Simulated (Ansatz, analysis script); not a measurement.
**Fixed-spin-moment curve of SrMn2As2**

Is SrMn2As2 magnetic, nearly magnetic or plainly paramagnetic? E(M) and M(B) tell.

Program: Ansatz 0.2.0. Level of theory: PBEsol, PAW set soft_1 (files made for PBE). Results are calculated unless marked as measured.

Report form: the programs' logs are mostly left out.

### Step 1. The structure

The structure is trigonal, space group P-3m1 (No. 164). Conventional cell: a = 4.076 Å, b = 4.076 Å, c = 7.351 Å, α = 90.00°, β = 90.00°, γ = 120.00°. Nearest to Sr lie 6 As at 3.14 Å. Nearest to Mn lie 4 As at 2.43 to 2.48 Å. Nearest to As lie 4 Mn at 2.43 to 2.48 Å and 3 Sr at 3.14 Å. Farther neighbours are not listed.

The cell comes from the Materials Project, a database of computed structures, and the real compound, where it exists, may take another one.

The cell of this run holds 5 atoms, 2 of them with a starting moment; values «a cell» refer to the cell of the run in question.

### Step 2. The collinear state

A collinear run comes first: it shows whether moments survive, and how large they are.

File input.yaml:

```yaml
crystal:
  lattice:
    - [4.0763099881, 0.0, 0.0]
    - [-2.0381549941, 3.5301880034, 0.0]
    - [0.0, 0.0, 7.351467]
  atoms:
    - { symbol: Sr, position: [0.0, 0.0, 0.0] }
    - { symbol: Mn, position: [0.66666667, 0.33333333, 0.387683], spin: 3.5 }
    - { symbol: Mn, position: [0.33333333, 0.66666667, 0.612317], spin: 3.5 }
    - { symbol: As, position: [0.66666667, 0.33333333, 0.717957] }
    - { symbol: As, position: [0.33333333, 0.66666667, 0.282043] }
magnetization:
  spin_polarized: true
kpoints:
  mp_grid: { grid: [10, 10, 6] }
hamiltonian:
  xc: pbesol
  pseudopotentials: { kind: paw, azcp: { folder: soft_1 }, xc_functional: pbe }
scf:
  occupations: { method: fermi_dirac, width: 0.05 }
  max_iter: 120
  convergence: { dr2_threshold: 1.0e-08 }
  lower_state_search: "off"
output:
  write_density: true
  write_potential: true
  elf: true
  volumetric_format: npy
```

Started as:

```sh
$ ansatz run input.yaml --threads 1 --pin off --max-ram 2560MiB --backend cpu --events-out ev --progress --plain --runs-dir out
```

It took 53 s on 1 thread of Arm Neoverse V2, shared host; peak memory 0.69 GiB.

Spin moment in the atom's sphere by atom:

```
atom  spin moment in the atom's sphere (μB)
 Sr1                                   0.01
 Mn2                                   2.69
 Mn3                                   2.69
 As4                                  -0.09
 As5                                  -0.09
```

Tables count atoms from 1; parts of the log count from 0.

The run ends ferromagnetic, with a net moment of 5.68 μB a cell. Only this order was typed.

Spin density in the ac plane at fractional y = 0.333, with atoms of Mn and As within 0.2 Å of it.

Ten even steps from '_' (0.0 e/Å³) to '@' (5.2 e/Å³), each cell a mean:
```
____________________________
____________________________
____________________________
____________________________
____________________________
____________________________
____________________________
____________________________
____________________________
____________________________
____________________________
____________________________
________________......______
______________..--**==..____
______________..++@@##::____
________________::==--..____
__________________....______
____________________________
____________________________
____________________________
____________________________
____________________________
____________________________
____________________________
```
Columns run along a (4.1 Å), rows up along c (7.4 Å). Atoms in or near the plane, at fractional coordinates: Mn at (0.67, 0.39), As at (0.67, 0.72).

Valence density in the ac plane at fractional y = 0.333, with atoms of Mn and As within 0.2 Å of it. It is the smooth field of the valence electrons, not physical close to the nuclei.

Values in e/Å³, 24 rows by 14 columns, each cell a mean:
```
 0  0  0  0  0  0  0  0  0  0  0  0  0  0
 0  0  0  0  0  0  0  0  0  0  0  0  0  0
 0  0  0  0  0  0  0  0  0  0  0  0  0  0
 0  0  0  0  0  0  0  0  1  1  1  0  0  0
 0  0  0  0  0  0  0  1  2  3  2  1  0  0
 0  0  0  0  0  0  1  1 10 21 13  3  1  0
 0  0  0  0  0  0  1  2 18 38 24  6  1  0
 0  0  0  0  0  0  1  1  8 18 11  3  1  0
 0  0  0  0  0  0  0  1  2  3  2  1  0  0
 0  0  0  0  0  0  0  0  1  1  1  0  0  0
 0  0  0  0  0  0  0  0  0  0  0  0  0  0
 0  0  0  0  0  0  0  0  1  1  1  0  0  0
 0  0  0  0  0  0  0  1  3  4  3  1  0  0
 0  0  0  0  0  0  1  2 11 19 13  5  1  0
 0  0  0  0  0  0  1  3 15 26 19  6  1  0
 0  0  0  0  0  0  0  2  8 14 10  4  1  0
 0  0  0  0  0  0  0  1  2  3  2  1  0  0
 0  0  0  0  0  0  0  0  0  0  0  0  0  0
 0  0  0  0  0  0  0  0  0  0  0  0  0  0
 0  0  0  0  0  0  0  0  0  0  0  0  0  0
 0  0  0  0  0  0  0  0  0  0  0  0  0  0
 0  0  0  0  0  0  0  0  0  0  0  0  0  0
 0  0  0  0  0  0  0  0  0  0  0  0  0  0
 0  0  0  0  0  0  0  0  0  0  0  0  0  0
```
Columns run along a (4.1 Å), rows up along c (7.4 Å). Atoms in or near the plane, at fractional coordinates: Mn at (0.67, 0.39), As at (0.67, 0.72).

ELF in the ac plane at fractional y = 0.333, with atoms of Mn and As within 0.2 Å of it. It is the smooth field of the valence electrons, not physical close to the nuclei.

Values, 24 rows by 14 columns, each cell a mean:
```
0.10 0.21 0.30 0.25 0.12 0.06 0.08 0.17 0.33 0.39 0.35 0.24 0.09 0.06
0.07 0.11 0.15 0.13 0.08 0.08 0.20 0.40 0.58 0.63 0.60 0.49 0.24 0.11
0.11 0.07 0.07 0.07 0.10 0.20 0.48 0.66 0.74 0.75 0.74 0.71 0.54 0.30
0.27 0.14 0.09 0.11 0.23 0.44 0.66 0.72 0.71 0.70 0.71 0.72 0.68 0.55
0.47 0.28 0.19 0.22 0.42 0.61 0.70 0.67 0.55 0.46 0.52 0.63 0.69 0.67
0.53 0.34 0.24 0.28 0.48 0.64 0.67 0.56 0.25 0.14 0.21 0.45 0.66 0.68
0.50 0.32 0.22 0.26 0.45 0.62 0.65 0.49 0.13 0.09 0.10 0.34 0.63 0.66
0.41 0.23 0.16 0.19 0.36 0.56 0.64 0.54 0.25 0.14 0.21 0.44 0.63 0.62
0.30 0.17 0.12 0.14 0.26 0.46 0.62 0.62 0.52 0.44 0.49 0.59 0.63 0.55
0.24 0.14 0.10 0.12 0.20 0.36 0.55 0.60 0.61 0.60 0.60 0.61 0.57 0.45
0.24 0.15 0.12 0.13 0.21 0.32 0.42 0.44 0.41 0.40 0.40 0.43 0.43 0.37
0.26 0.22 0.19 0.20 0.25 0.28 0.25 0.20 0.20 0.20 0.20 0.20 0.23 0.28
0.27 0.28 0.28 0.28 0.28 0.24 0.17 0.23 0.37 0.42 0.39 0.29 0.18 0.20
0.29 0.37 0.40 0.39 0.31 0.20 0.18 0.36 0.62 0.71 0.65 0.47 0.21 0.16
0.35 0.46 0.50 0.48 0.38 0.22 0.19 0.39 0.67 0.78 0.71 0.51 0.23 0.17
0.46 0.55 0.56 0.56 0.49 0.32 0.19 0.33 0.56 0.65 0.59 0.43 0.21 0.24
0.55 0.60 0.60 0.60 0.57 0.44 0.23 0.22 0.33 0.38 0.35 0.26 0.21 0.35
0.60 0.62 0.62 0.62 0.61 0.53 0.32 0.19 0.14 0.14 0.14 0.16 0.28 0.46
0.57 0.59 0.59 0.59 0.57 0.52 0.39 0.27 0.17 0.14 0.16 0.22 0.36 0.48
0.41 0.41 0.41 0.41 0.41 0.40 0.36 0.30 0.24 0.21 0.23 0.27 0.34 0.39
0.17 0.16 0.15 0.16 0.17 0.19 0.22 0.23 0.23 0.23 0.23 0.23 0.22 0.20
0.08 0.09 0.10 0.10 0.08 0.08 0.10 0.13 0.17 0.18 0.17 0.15 0.11 0.08
0.09 0.15 0.21 0.19 0.10 0.06 0.05 0.07 0.12 0.14 0.12 0.09 0.05 0.05
0.12 0.24 0.33 0.29 0.14 0.06 0.04 0.07 0.14 0.17 0.15 0.10 0.05 0.05
```
Columns run along a (4.1 Å), rows up along c (7.4 Å). Atoms in or near the plane, at fractional coordinates: Mn at (0.67, 0.39), As at (0.67, 0.72).

### Step 3. Mesh refined

Levels at the Fermi energy are partly filled, so moments and energy differences can hang on the k-mesh, and the state is solved again on a denser one.

input.yaml, the sections that differ from step 2:

```yaml
crystal:
  lattice:
    - [4.0763099881, 0.0, 0.0]
    - [-2.0381549941, 3.5301880034, 0.0]
    - [0.0, 0.0, 7.351467]
  atoms:
    - { symbol: Sr, position: [0.0, 0.0, 0.0] }
    - { symbol: Mn, position: [0.66666667, 0.33333333, 0.387683], spin: 2.69 }
    - { symbol: Mn, position: [0.33333333, 0.66666667, 0.612317], spin: 2.69 }
    - { symbol: As, position: [0.66666667, 0.33333333, 0.717957] }
    - { symbol: As, position: [0.33333333, 0.66666667, 0.282043] }
kpoints:
  mp_grid: { grid: [11, 11, 6] }
basis:
  ecutwfc: 420.0
checkpoint:
  read: start
  write: ck
  compress: false
  write_wavefunctions: false
  write_every: 100000
# magnetization, hamiltonian, scf: as in step 2
# output: removed
```

Started as:

```sh
$ ansatz run input.yaml --threads 2 --pin off --max-ram 5120MiB --backend cpu --events-out ev --progress --plain --runs-dir out
```

Wall time 17 s (2 threads); peak memory 0.74 GiB; 34 s of CPU time.

Spin moment in the atom's sphere by atom:

```
atom  spin moment in the atom's sphere (μB)
 Sr1                                   0.01
 Mn2                                   2.69
 Mn3                                   2.69
 As4                                  -0.09
 As5                                  -0.09
```

The run ends ferromagnetic, with a net moment of 5.66 μB a cell, against 5.68 μB on the first mesh.

### Step 4. The non-magnetic reference

The state without spin is the zero of E(M).

input.yaml, the sections that differ from step 3:

```yaml
crystal:
  lattice:
    - [4.0763099881, 0.0, 0.0]
    - [-2.0381549941, 3.5301880034, 0.0]
    - [0.0, 0.0, 7.351467]
  atoms:
    - { symbol: Sr, position: [0.0, 0.0, 0.0] }
    - { symbol: Mn, position: [0.66666667, 0.33333333, 0.387683] }
    - { symbol: Mn, position: [0.33333333, 0.66666667, 0.612317] }
    - { symbol: As, position: [0.66666667, 0.33333333, 0.717957] }
    - { symbol: As, position: [0.33333333, 0.66666667, 0.282043] }
scf:
  occupations: { method: fermi_dirac, width: 0.05 }
  max_iter: 120
  convergence: { dr2_threshold: 1.0e-08 }
# kpoints, hamiltonian, basis: as in step 3
# magnetization: removed
# checkpoint: removed
```

Started as:

```sh
$ ansatz run input.yaml --threads 1 --pin off --max-ram 2560MiB --backend cpu --events-out ev --progress --plain --runs-dir out
```

Wall time 18 s (1 thread); peak memory 0.52 GiB.

The free collinear run lies 1051 meV below it.

### Step 5. Without spin, levels printed

input.yaml, as its differences from that of step 4:

```diff
@@ -22 +22,3 @@
   ecutwfc: 420.0
+output:
+  eigenvalues: true
```

Elapsed: 19 s, on 1 thread; peak memory 0.52 GiB.

### Step 6. Total moment fixed at 0.818 μB

Two Fermi levels, one a spin, hold the total moment exactly, which reaches states that a free run would leave.

File input.yaml:

```yaml
crystal:
  lattice:
    - [4.0763099881, 0.0, 0.0]
    - [-2.0381549941, 3.5301880034, 0.0]
    - [0.0, 0.0, 7.351467]
  atoms:
    - { symbol: Sr, position: [0.0, 0.0, 0.0] }
    - { symbol: Mn, position: [0.66666667, 0.33333333, 0.387683], spin: 0.409 }
    - { symbol: Mn, position: [0.33333333, 0.66666667, 0.612317], spin: 0.409 }
    - { symbol: As, position: [0.66666667, 0.33333333, 0.717957] }
    - { symbol: As, position: [0.33333333, 0.66666667, 0.282043] }
magnetization:
  spin_polarized: true
  initial_magnetization: 0.818
  spin_locking: { lock_magnetization: hard }
kpoints:
  mp_grid: { grid: [11, 11, 6] }
hamiltonian:
  xc: pbesol
  pseudopotentials: { kind: paw, azcp: { folder: soft_1 }, xc_functional: pbe }
scf:
  occupations: { method: fermi_dirac, width: 0.05 }
  max_iter: 120
  convergence: { dr2_threshold: 1.0e-08 }
  lower_state_search: "off"
basis:
  ecutwfc: 420.0
```

Wall time 56 s (1 thread); peak memory 0.71 GiB.

The energy is -53.4 meV from the state without spin, and the largest site carries 0.486 μB.

### Step 7. Total moment fixed at 1.636 μB

input.yaml, the sections that differ from step 6:

```yaml
crystal:
  lattice:
    - [4.0763099881, 0.0, 0.0]
    - [-2.0381549941, 3.5301880034, 0.0]
    - [0.0, 0.0, 7.351467]
  atoms:
    - { symbol: Sr, position: [0.0, 0.0, 0.0] }
    - { symbol: Mn, position: [0.66666667, 0.33333333, 0.387683], spin: 0.818 }
    - { symbol: Mn, position: [0.33333333, 0.66666667, 0.612317], spin: 0.818 }
    - { symbol: As, position: [0.66666667, 0.33333333, 0.717957] }
    - { symbol: As, position: [0.33333333, 0.66666667, 0.282043] }
magnetization:
  spin_polarized: true
  initial_magnetization: 1.636
  spin_locking: { lock_magnetization: hard }
# kpoints, hamiltonian, scf, basis: as in step 6
```

It took 50 s on 1 thread; peak memory 0.7 GiB.

The energy is -206 meV from the state without spin, and the largest site carries 0.956 μB.

### Step 8. Total moment fixed at 4.09 μB

input.yaml, the sections that differ from step 7:

```yaml
crystal:
  lattice:
    - [4.0763099881, 0.0, 0.0]
    - [-2.0381549941, 3.5301880034, 0.0]
    - [0.0, 0.0, 7.351467]
  atoms:
    - { symbol: Sr, position: [0.0, 0.0, 0.0] }
    - { symbol: Mn, position: [0.66666667, 0.33333333, 0.387683], spin: 2.045 }
    - { symbol: Mn, position: [0.33333333, 0.66666667, 0.612317], spin: 2.045 }
    - { symbol: As, position: [0.66666667, 0.33333333, 0.717957] }
    - { symbol: As, position: [0.33333333, 0.66666667, 0.282043] }
magnetization:
  spin_polarized: true
  initial_magnetization: 4.09
  spin_locking: { lock_magnetization: hard }
# kpoints, hamiltonian, scf, basis: as in step 7
```

It took 51 s on 1 thread; peak memory 0.73 GiB.

The energy is -883 meV from the state without spin, and the largest site carries 2.14 μB, while atom no. 4 (As) stands against the total with -0.11 μB.

### Step 9. Total moment fixed at 7.362 μB

input.yaml, the sections that differ from step 8:

```yaml
crystal:
  lattice:
    - [4.0763099881, 0.0, 0.0]
    - [-2.0381549941, 3.5301880034, 0.0]
    - [0.0, 0.0, 7.351467]
  atoms:
    - { symbol: Sr, position: [0.0, 0.0, 0.0] }
    - { symbol: Mn, position: [0.66666667, 0.33333333, 0.387683], spin: 3.681 }
    - { symbol: Mn, position: [0.33333333, 0.66666667, 0.612317], spin: 3.681 }
    - { symbol: As, position: [0.66666667, 0.33333333, 0.717957] }
    - { symbol: As, position: [0.33333333, 0.66666667, 0.282043] }
magnetization:
  spin_polarized: true
  initial_magnetization: 7.362
  spin_locking: { lock_magnetization: hard }
# kpoints, hamiltonian, scf, basis: as in step 8
```

Run time: 40 s. Hardware: 1 thread; peak memory 0.73 GiB.

The energy is -872 meV from the state without spin, and the largest site carries 3.23 μB.

The other 5 runs of this kind were made alike; their results stand in the table below.

### Step 10. No field, tight threshold

A field gives a second route to the same curve. A thousand tesla shift each spin by 58 meV, and the threshold is tightened so that small induced moments are resolved.

input.yaml, the sections that differ from step 9:

```yaml
crystal:
  lattice:
    - [4.0763099881, 0.0, 0.0]
    - [-2.0381549941, 3.5301880034, 0.0]
    - [0.0, 0.0, 7.351467]
  atoms:
    - { symbol: Sr, position: [0.0, 0.0, 0.0] }
    - { symbol: Mn, position: [0.66666667, 0.33333333, 0.387683], spin: 2.69 }
    - { symbol: Mn, position: [0.33333333, 0.66666667, 0.612317], spin: 2.69 }
    - { symbol: As, position: [0.66666667, 0.33333333, 0.717957] }
    - { symbol: As, position: [0.33333333, 0.66666667, 0.282043] }
magnetization:
  spin_polarized: true
scf:
  occupations: { method: fermi_dirac, width: 0.05 }
  max_iter: 120
  convergence: { dr2_threshold: 1.0e-10 }
  lower_state_search: "off"
# kpoints, hamiltonian, basis: as in step 9
```

It took 56 s on 1 thread; peak memory 0.73 GiB.

The net moment is 5.66 μB a cell.

### Step 11. Field of 1500 T

input.yaml, as its differences from that of step 10:

```diff
@@ -13,2 +13,3 @@
   spin_polarized: true
+  magnetic_field: 1500.0
 kpoints:
```

The job ended after 56 s (1 thread; peak memory 0.73 GiB).

The net moment is 6.38 μB a cell.

2 more runs differ from these in the same keys alone and are tabled below.

### Step 12. E(M) and M(B)

Energy less the state without spin against total moment:

```
total moment (μB/cell)  energy less the state without spin (meV/cell)
                  0.00                                              0
                  0.82                                          -53.4
                  1.64                                           -206
                  2.45                                           -436
                  3.27                                           -681
                  4.09                                           -883
                  4.91                                          -1011
                  5.73                                          -1051
                  6.54                                          -1004
                  7.36                                           -872
```

The field that holds a moment is half the difference of the two Fermi levels over μB.

The field that holds the moment by total moment:

```
total moment (μB/cell)  field that holds the moment (T)
                  0.82                            -2224
                  1.64                            -4164
                  2.45                            -5329
                  3.27                            -4811
                  4.09                            -3611
                  4.91                            -1809
                  5.73                              141
                  6.54                             1873
                  7.36                             3613
```

Site moments:

```
total (μB)  Sr no. 1 (μB)  Mn no. 2 (μB)  Mn no. 3 (μB)  As no. 4 (μB)  As no. 5 (μB)
     0.818        -0.0233         0.4858         0.4858        -0.0331        -0.0331
     1.636         -0.042          0.956          0.956        -0.0638        -0.0638
     2.454        -0.0526          1.398          1.398         -0.089         -0.089
     3.272          -0.05          1.793          1.793        -0.1036        -0.1036
      4.09        -0.0387          2.137          2.137        -0.1081        -0.1081
     4.908        -0.0202          2.439          2.439        -0.1031        -0.1031
     5.726         0.0087          2.708          2.708        -0.0904        -0.0904
     6.544         0.0384          2.966          2.966        -0.0714        -0.0714
     7.362         0.0636          3.226          3.226        -0.0466        -0.0466
```

The total moment by field:

```
field (T)  total moment (μB/cell)
        0                    5.66
      300                    5.80
      600                    5.94
     1500                    6.38
```

A Landau fit E = a2 M² + a4 M⁴ + a6 M⁶ (meV, μB) and the Stoner form E ≈ M² (1/2N − I/4), with the slope taken at the first fixed moment:

Numbers from this step:

- density of states at the Fermi level, no spin: 9.644 states/eV/cell, both spins, broadened by the smearing
- Landau coefficients a2, a4, a6: -82.39, 2.001, -0.01439 meV/μB², meV/μB^4, meV/μB^6
- r.m.s. miss of the Landau fit: 8.379 meV
- Stoner parameter I: 0.5221 eV, of the cell
- I·N/2: 2.518 I N / 2 from the slope at the first moment; over 1: unstable to a moment

### Step 13. What came out

| Item | Value |
| --- | --- |
| state of the free run | ferromagnetic |
| net moment of the free run | 5.66 μB |
| energy of the free run from the state without spin | -1051 meV a cell |
| lowest of the fixed moments tried | M = 5.726 μB, -1051 meV |
| dM/dB between 0 and 300 T | 0.448 μB a cell per 1000 T |

What this shows: At this level the system is magnetic: the free run keeps 2.69 μB on the largest site. No other order was typed. Among the fixed moments, E(M) falls 1051 meV below the state without spin and is lowest near 5.726 μB on this grid. I·N/2 = 2.5 is over 1, so the state without spin is unstable to a uniform moment. The field acts on spins alone. The 13 fixed-moment and field runs took 11 min of wall time, added up. Energies are free energies at a smearing of 0.05 eV, and with partly filled levels differences shift, at times strongly, as the smearing goes to zero. In doubt: the program's search for lower states was switched off, so a lower magnetic state than those reached may exist.

[Logs and program files are shortened in this print: banners, set-up blocks, solver, clock and traceback lines can be left out without a mark of their own.]

[Logs are printed without paths, hosts, clocks, repeated set-up lines and the standing remarks that a program may print on its own settings, such as how far it seeks lower states.]

[Hosts, paths, dates, database ids (printed as entryN), source tags and the programs' standing remarks are cut or masked in the printed files.]
